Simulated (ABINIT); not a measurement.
# AlSi3 (Pm-3m): from the cell to the phonon bands, part 5 of 5

How does AlSi3 (Pm-3m) vibrate, and is this structure a minimum?

ABINIT 10.8.3; DFT PBE, scalar-relativistic, plane waves, PseudoDojo norm-conserving pseudopotentials.

So far. Step 6 (Zone-centre response): The acoustic modes at Γ come out as far as 1.2 cm⁻¹ from zero, where they should vanish, a small numerical error. The lowest optical mode is imaginary, 40i cm⁻¹, an instability at this level and on this k mesh. Step 7 (Zone-centre analysis): The rule moves no optical mode by more than 0.1 cm⁻¹. The relaxed cell has a = 3.904 Å (conventional setting).

The structure was built from a prototype and need not be the compound's stable phase.

## (10) Dispersion

anaddb transforms the dynamical matrices to force constants and back along the path; points of the mesh come back as solved, but for the sum rule and, in polar crystals, the LO-TO term at Γ; the rest is interpolation.

Contents of anaddb.abi:

```
ddb_filepath "all_DDB"
output_file "anaddb.abo"
outdata_prefix "anaddb"
ifcflag 1
ngqpt 2 2 2
nqshft 1
q1shft 0.0 0.0 0.0
asr 1
chneut 0
dipdip 0
dipquad 0
quadquad 0
enunit 0
eivec 0
nph1l 62
qph1l 
    0.0 0.0 0.0 1.0
    0.0 0.05 0.0 1.0
    0.0 0.1 0.0 1.0
    0.0 0.15 0.0 1.0
    0.0 0.2 0.0 1.0
    0.0 0.25 0.0 1.0
    0.0 0.3 0.0 1.0
    0.0 0.35 0.0 1.0
    0.0 0.4 0.0 1.0
    0.0 0.45 0.0 1.0
    0.0 0.5 0.0 1.0
    0.05 0.5 0.0 1.0
    0.1 0.5 0.0 1.0
    0.15 0.5 0.0 1.0
    0.2 0.5 0.0 1.0
    0.25 0.5 0.0 1.0
    0.3 0.5 0.0 1.0
    0.35 0.5 0.0 1.0
    0.4 0.5 0.0 1.0
    0.45 0.5 0.0 1.0
    0.5 0.5 0.0 1.0
    0.45 0.45 0.0 1.0
    0.4 0.4 0.0 1.0
    0.35 0.35 0.0 1.0
    0.3 0.3 0.0 1.0
    0.25 0.25 0.0 1.0
    0.2 0.2 0.0 1.0
    0.15 0.15 0.0 1.0
    0.1 0.1 0.0 1.0
    0.05 0.05 0.0 1.0
    0.0 0.0 0.0 1.0
    0.05 0.05 0.05 1.0
    0.1 0.1 0.1 1.0
    0.15 0.15 0.15 1.0
    0.2 0.2 0.2 1.0
    0.25 0.25 0.25 1.0
    0.3 0.3 0.3 1.0
    0.35 0.35 0.35 1.0
    0.4 0.4 0.4 1.0
    0.45 0.45 0.45 1.0
    0.5 0.5 0.5 1.0
    0.45 0.5 0.45 1.0
    0.4 0.5 0.4 1.0
    0.35 0.5 0.35 1.0
    0.3 0.5 0.3 1.0
    0.25 0.5 0.25 1.0
    0.2 0.5 0.2 1.0
    0.15 0.5 0.15 1.0
    0.1 0.5 0.1 1.0
    0.05 0.5 0.05 1.0
    0.0 0.5 0.0 1.0
    0.5 0.5 0.5 1.0
    0.5 0.5 0.45 1.0
    0.5 0.5 0.4 1.0
    0.5 0.5 0.35 1.0
    0.5 0.5 0.3 1.0
    0.5 0.5 0.25 1.0
    0.5 0.5 0.2 1.0
    0.5 0.5 0.15 1.0
    0.5 0.5 0.1 1.0
    0.5 0.5 0.05 1.0
    0.5 0.5 0.0 1.0
```

Contents of mrgddb.in:

```
all_DDB
merged
4
dfpt_gammao_DDB
dfpt_qo_DS1_DDB
dfpt_qo_DS2_DDB
dfpt_qo_DS3_DDB
```

Run with:

```bash
$ mrgddb < mrgddb.in > mrgddb.log
$ OMP_NUM_THREADS=1 anaddb anaddb.abi > anaddb.log
```

anaddb.abo, the main output file:

```text
[banners, grids, parts of the stress and lines that vanish by symmetry left out]
-outvars_anaddb: echo values of input variables ----------------------

 Flags :
[...]
Phonon wavevector (reduced coordinates) :  0.00000  0.00000  0.00000
 Phonon energies in Hartree :
[...]
Phonon frequencies in cm-1    :
- -3.981812E+01 -3.981812E+01 -3.981812E+01  0.000000E+00  0.000000E+00
-  0.000000E+00  7.514662E+01  7.514662E+01  7.514662E+01  2.920678E+02
-  2.920678E+02  2.920678E+02
[...]
Phonon wavevector (reduced coordinates) :  0.00000  0.05000  0.00000
 Phonon energies in Hartree :
[...]
Phonon frequencies in cm-1    :
- -3.428190E+01 -3.428190E+01 -3.198649E+01  1.180395E+01  1.180395E+01
-  2.445502E+01  7.744026E+01  7.744026E+01  7.910689E+01  2.914047E+02
-  2.915051E+02  2.915051E+02
[...]
Phonon wavevector (reduced coordinates) :  0.00000  0.10000  0.00000
 Phonon energies in Hartree :
[...]
Phonon frequencies in cm-1    :
- -9.579939E+00 -9.579939E+00  2.293941E+01  2.377879E+01  2.377879E+01
-  4.952136E+01  8.441722E+01  8.441722E+01  8.961451E+01  2.894094E+02
-  2.898170E+02  2.898170E+02
[...]
Phonon wavevector (reduced coordinates) :  0.00000  0.15000  0.00000
 Phonon energies in Hartree :
[...]
Phonon frequencies in cm-1    :
-  3.136961E+01  3.136961E+01  3.974897E+01  3.974897E+01  5.279592E+01
-  7.491376E+01  9.611938E+01  9.611938E+01  1.038848E+02  2.860650E+02
-  2.870061E+02  2.870061E+02
[...]
Phonon wavevector (reduced coordinates) :  0.00000  0.20000  0.00000
 Phonon energies in Hartree :
[...]
Phonon frequencies in cm-1    :
-  4.201121E+01  4.201121E+01  5.521632E+01  5.521632E+01  7.448291E+01
-  9.966993E+01  1.117047E+02  1.117047E+02  1.194633E+02  2.813476E+02
-  2.830844E+02  2.830844E+02
[...]
Phonon wavevector (reduced coordinates) :  0.00000  0.25000  0.00000
 Phonon energies in Hartree :
[...]
Phonon frequencies in cm-1    :
-  5.067506E+01  5.067506E+01  6.646670E+01  6.646670E+01  9.270937E+01
-  1.231813E+02  1.292858E+02  1.292858E+02  1.346420E+02  2.752331E+02
-  2.780898E+02  2.780898E+02
  Phonon wavevector (reduced coordinates) :  0.00000  0.30000  0.00000
 Phonon energies in Hartree :
[...]
Phonon frequencies in cm-1    :
-  5.789589E+01  5.789589E+01  7.497987E+01  7.497987E+01  1.079960E+02
-  1.451663E+02  1.470270E+02  1.470270E+02  1.482749E+02  2.677110E+02
-  2.721209E+02  2.721209E+02
  Phonon wavevector (reduced coordinates) :  0.00000  0.35000  0.00000
 Phonon energies in Hartree :
[...]
Phonon frequencies in cm-1    :
[...]
-  2.654157E+02  2.654157E+02
  Phonon wavevector (reduced coordinates) :  0.00000  0.40000  0.00000
 Phonon energies in Hartree :
[...]
Phonon frequencies in cm-1    :
[...]
-  2.585379E+02  2.585379E+02
  Phonon wavevector (reduced coordinates) :  0.00000  0.45000  0.00000
 Phonon energies in Hartree :
[...]
Phonon frequencies in cm-1    :
[...]
-  2.527660E+02  2.527660E+02
  Phonon wavevector (reduced coordinates) :  0.00000  0.50000  0.00000
 Phonon energies in Hartree :
[...]
Phonon frequencies in cm-1    :
[...]
-  2.503492E+02  2.503492E+02
  Phonon wavevector (reduced coordinates) :  0.05000  0.50000  0.00000
 Phonon energies in Hartree :
[...]
Phonon frequencies in cm-1    :
[...]
-  2.497744E+02  2.507644E+02
  Phonon wavevector (reduced coordinates) :  0.10000  0.50000  0.00000
 Phonon energies in Hartree :
[...]
Phonon frequencies in cm-1    :
[...]
-  2.480527E+02  2.518924E+02
  Phonon wavevector (reduced coordinates) :  0.15000  0.50000  0.00000
 Phonon energies in Hartree :
[...]
Phonon frequencies in cm-1    :
[...]
-  2.451927E+02  2.534542E+02
[...]
-  2.795812E+02  2.795812E+02
  Phonon wavevector (reduced coordinates) :  0.25000  0.25000  0.25000
 Phonon energies in Hartree :
[...]
Phonon frequencies in cm-1    :
[...]
-  1.569982E+02  1.569982E+02  1.582774E+02  2.156122E+02  2.201000E+02
-  2.800905E+02  2.800905E+02
  Phonon wavevector (reduced coordinates) :  0.30000  0.30000  0.30000
 Phonon energies in Hartree :
[...]
Phonon frequencies in cm-1    :
-  8.304896E+00  8.304896E+00  5.477412E+01  5.477412E+01  1.311125E+02
-  1.489885E+02  1.520909E+02  1.520909E+02  2.136862E+02  2.497438E+02
-  2.863436E+02  2.863436E+02
  Phonon wavevector (reduced coordinates) :  0.35000  0.35000  0.35000
 Phonon energies in Hartree :
[...]
Phonon frequencies in cm-1    :
- -4.203730E+01 -4.203730E+01  2.097145E+01  2.097145E+01  1.086643E+02
-  1.267996E+02  1.392950E+02  1.392950E+02  2.280103E+02  2.764218E+02
-  2.958304E+02  2.958304E+02
  Phonon wavevector (reduced coordinates) :  0.40000  0.40000  0.40000
 Phonon energies in Hartree :
[...]
Phonon frequencies in cm-1    :
- -6.332866E+01 -6.332866E+01 -4.274071E+01 -4.274071E+01  4.560005E+01
[...]
-  3.049779E+02  3.049779E+02
  Phonon wavevector (reduced coordinates) :  0.45000  0.45000  0.45000
 Phonon energies in Hartree :
[...]
Phonon frequencies in cm-1    :
[...]
-  3.113375E+02  3.113375E+02
  Phonon wavevector (reduced coordinates) :  0.50000  0.50000  0.50000
 Phonon energies in Hartree :
[...]
Phonon frequencies in cm-1    :
[...]
Phonon wavevector (reduced coordinates) :  0.50000  0.50000  0.05000
 Phonon energies in Hartree :
[...]
Phonon frequencies in cm-1    :
[...]
-  2.627168E+02  2.627168E+02
  Phonon wavevector (reduced coordinates) :  0.50000  0.50000  0.00000
 Phonon energies in Hartree :
[...]
Phonon frequencies in cm-1    :
-  1.211882E+01  8.687663E+01  8.687663E+01  1.397007E+02  1.419325E+02
-  1.668554E+02  1.783047E+02  1.783047E+02  2.007390E+02  2.048515E+02
-  2.603981E+02  2.603981E+02
-
```

Wall time 0.54 s (1 thread of Arm Neoverse V1, shared host).

Read from the output:

| Item | Value |
| --- | --- |
| lowest frequency on the path | -81.55 cm⁻¹ |

Anaddb. The phonon branches at the labelled points (cm⁻¹):

```tsv
point	branch 1	branch 2	branch 3	branch 4	branch 9	branch 10	branch 11	branch 12
Γ	-40	-40	-40	0	75	292	292	292
halfway	51	51	66	66	135	275	278	278
X	71	71	90	90	207	232	250	250
halfway	55	92	107	113	202	236	249	257
M	12	87	87	140	201	205	260	260
halfway	47	82	82	106	185	252	264	278
Γ	-40	-40	-40	0	75	292	292	292
halfway	36	36	70	70	216	220	280	280
R	-82	-82	-82	-62	256	314	314	314
halfway	34	52	53	88	209	256	276	284
X	71	71	90	90	207	232	250	250
jump to R	-82	-82	-82	-62	256	314	314	314
halfway	-43	28	28	55	228	284	293	293
M	12	87	87	140	201	205	260	260
```

The path dips to 82i cm⁻¹.

## (11) Density of states

Sums over the zone need many more wavevectors than were solved, so the interpolation is sampled on a dense mesh.

Contents of anaddb.abi:

```
ddb_filepath "all_DDB"
output_file "anaddb.abo"
outdata_prefix "anaddb"
ifcflag 1
ngqpt 2 2 2
nqshft 1
q1shft 0.0 0.0 0.0
asr 1
chneut 0
dipdip 0
dipquad 0
quadquad 0
prtdos 2
ng2qpt 12 12 12
dosdeltae 4.5563e-06
ntemper 11
temperinc 100.0
tempermin 0.0
```

Run with:

```bash
$ OMP_NUM_THREADS=1 anaddb anaddb.abi > anaddb.log
```

anaddb.abo, the main output file:

```text
-outvars_anaddb: echo values of input variables ----------------------

 Flags :
     ifcflag         1
 Miscellaneous information :
         asr         1
      chneut         0
 Interatomic Force Constants Inputs :
      dipdip         0
     dipquad         0
    quadquad         0
      ifcana         0
      ifcout         0
 Description of grid 1 :
        brav         1
       ngqpt         2         2         2
      nqshft         1
      q1shft
                     0.00000000E+00  0.00000000E+00  0.00000000E+00
 Phonon DOS information :
   dosdeltae  4.55630000E-06
    dossmear  4.55633525E-06
 Description of grid 2 (Fourier interp. or BZ sampling):
      ng2qpt        12        12        12
      ngrids         4
      q2shft         0.00000000E+00  0.00000000E+00  0.00000000E+00

================================================================================

 read the DDB information and perform some checks

  ==== Info on the Cryst% object ====
 Real(R)+Recip(G) space primitive vectors, cartesian coordinates (Bohr,Bohr^-1):
 R(1)=  7.3781041  0.0000000  0.0000000  G(1)=  0.1355362  0.0000000  0.0000000
 R(2)=  0.0000000  7.3781041  0.0000000  G(2)=  0.0000000  0.1355362  0.0000000
 R(3)=  0.0000000  0.0000000  7.3781041  G(3)=  0.0000000  0.0000000  0.1355362
 Unit cell volume ucvol=  4.0163758E+02 bohr^3
 Angles (23,13,12)=  9.00000000E+01  9.00000000E+01  9.00000000E+01 degrees
 Time-reversal symmetry is present
 Reduced atomic positions [iatom, xred, symbol]:
    1)    0.0000000  0.0000000  0.0000000  Al
    2)    0.0000000  0.5000000  0.5000000  Si
    3)    0.5000000  0.0000000  0.5000000  Si
    4)    0.5000000  0.5000000  0.0000000  Si

 DDB file with 4 blocks has been read.

================================================================================

 Calculation of the interatomic forces

       Homogeneous q point set in the B.Z.
 Grid q points  :        8
  1)   0.00000000E+00  0.00000000E+00  0.00000000E+00
  2)   5.00000000E-01  0.00000000E+00  0.00000000E+00
  3)   0.00000000E+00  5.00000000E-01  0.00000000E+00
  4)   5.00000000E-01  5.00000000E-01  0.00000000E+00
  5)   0.00000000E+00  0.00000000E+00  5.00000000E-01
  6)   5.00000000E-01  0.00000000E+00  5.00000000E-01
  7)   0.00000000E+00  5.00000000E-01  5.00000000E-01
  8)   5.00000000E-01  5.00000000E-01  5.00000000E-01

 The interatomic forces have been obtained

================================================================================

 Calculation of phonon density of states

 Average speed of sound partial sums:     0.1670648536E-02 (at units)
-                                   =           3.6549 [km/s]

 Debye frequency from partial sums:     0.8825865522E-03 (Ha)
-                                 =     0.5807140546E+01 (THz)
-Debye temperature from partial sums:     0.2786987904E+03 (K)

 Average speed of sound:     0.5070977931E-04 (at units)
-                      =           0.1109 [km/s]

 Debye frequency from DOS:     0.2678945830E-04 (Ha)
-                        =     0.1762661680E+00 (THz)
-Debye temperature from DOS:     0.8459441860E+01 (K)

-
```

Wall time 0.77 s (1 thread).

Read from the output:

| Quantity | Value |
| --- | --- |
| share of modes beyond 3i cm⁻¹ on the dense interpolated mesh | 0.0278 |

The phonon density of states has structure finer than the step of the table below, so its rows give means over 10 cm⁻¹, whole bins alone (the curve runs from -112 to 341 cm⁻¹). Peaks (cm⁻¹: height): 83.5: 0.0741, 134.4: 0.0680, 143.4: 0.0769, 203.4: 0.0557, 236.4: 0.0392, 275.4: 0.0732.

Tetrahedra. The phonon density of states by wavenumber; means over each step:

```tsv
wavenumber (cm⁻¹)	phonon density of states (1/cm⁻¹/cell)
-90	0
-80	3.4e-4
-70	0.00201
-60	0.00395
-50	0.00548
-40	0.00501
-30	0.00498
-20	0.00513
-10	0.00542
0	0.00604
10	0.00719
20	0.00974
30	0.0156
40	0.0311
50	0.0455
60	0.0450
70	0.0528
80	0.0667
90	0.0529
100	0.0393
110	0.0359
120	0.0409
130	0.0647
140	0.0656
150	0.0584
160	0.0555
170	0.0542
180	0.0347
190	0.0161
200	0.0333
210	0.0234
220	0.00898
230	0.0255
240	0.0327
250	0.0301
260	0.0496
270	0.0659
280	0.0598
290	0.0260
300	0.0112
310	0.00392
320	0
```

## (12) Results

| Item | Value |
| --- | --- |
| space group after relaxation | Pm-3m |
| volume per atom | 14.9 Å³ |
| highest optical zone-centre mode (no LO-TO term) | 292.1 cm⁻¹ |
| lowest optical zone-centre mode | -39.8 cm⁻¹ |
| q mesh | 2×2×2 |
| lowest mode on the q mesh (acoustic ones at the zone centre apart) | -81.5 cm⁻¹ |
| imaginary modes on the q mesh | yes |

**Reading.** AlSi3 (Pm-3m) is unstable: a mode solved on the 2×2×2 mesh is imaginary, 82i cm⁻¹; its spectrum reaches 314 cm⁻¹. At the PBE level the optical modes of AlSi3 (Pm-3m) at the zone centre run from 40i to 292 cm⁻¹, so the structure is a saddle point, with 3 modes beyond 10i cm⁻¹ there. The most unstable solved mode lies at q = (0.5, 0.5, 0.5), on the zone boundary, so the distortion that it points to doubles the cell. These are harmonic frequencies at zero temperature: anharmonic shifts and linewidths and thermal expansion are left out. In a metal the frequencies hang on the k mesh and the smearing, most of all near Kohn anomalies. The runs are without spin polarisation, although the cell has an odd electron count or an open d or f shell, so a magnetic state was not tested. The q mesh stands for a supercell only 7.8 Å across, so branches between the solved wavevectors are rough. The structure is a hypothetical one, built on a prototype.

[Host names and launcher messages were left out of these logs when they were recorded.]

[Logs are printed without paths, hosts, clocks, repeated set-up lines and the standing remarks that a program may print on its own settings, such as how far it seeks lower states.]

[Hosts, paths, dates, database ids (printed as entryN), source tags and the programs' standing remarks are cut or masked in the printed files.]
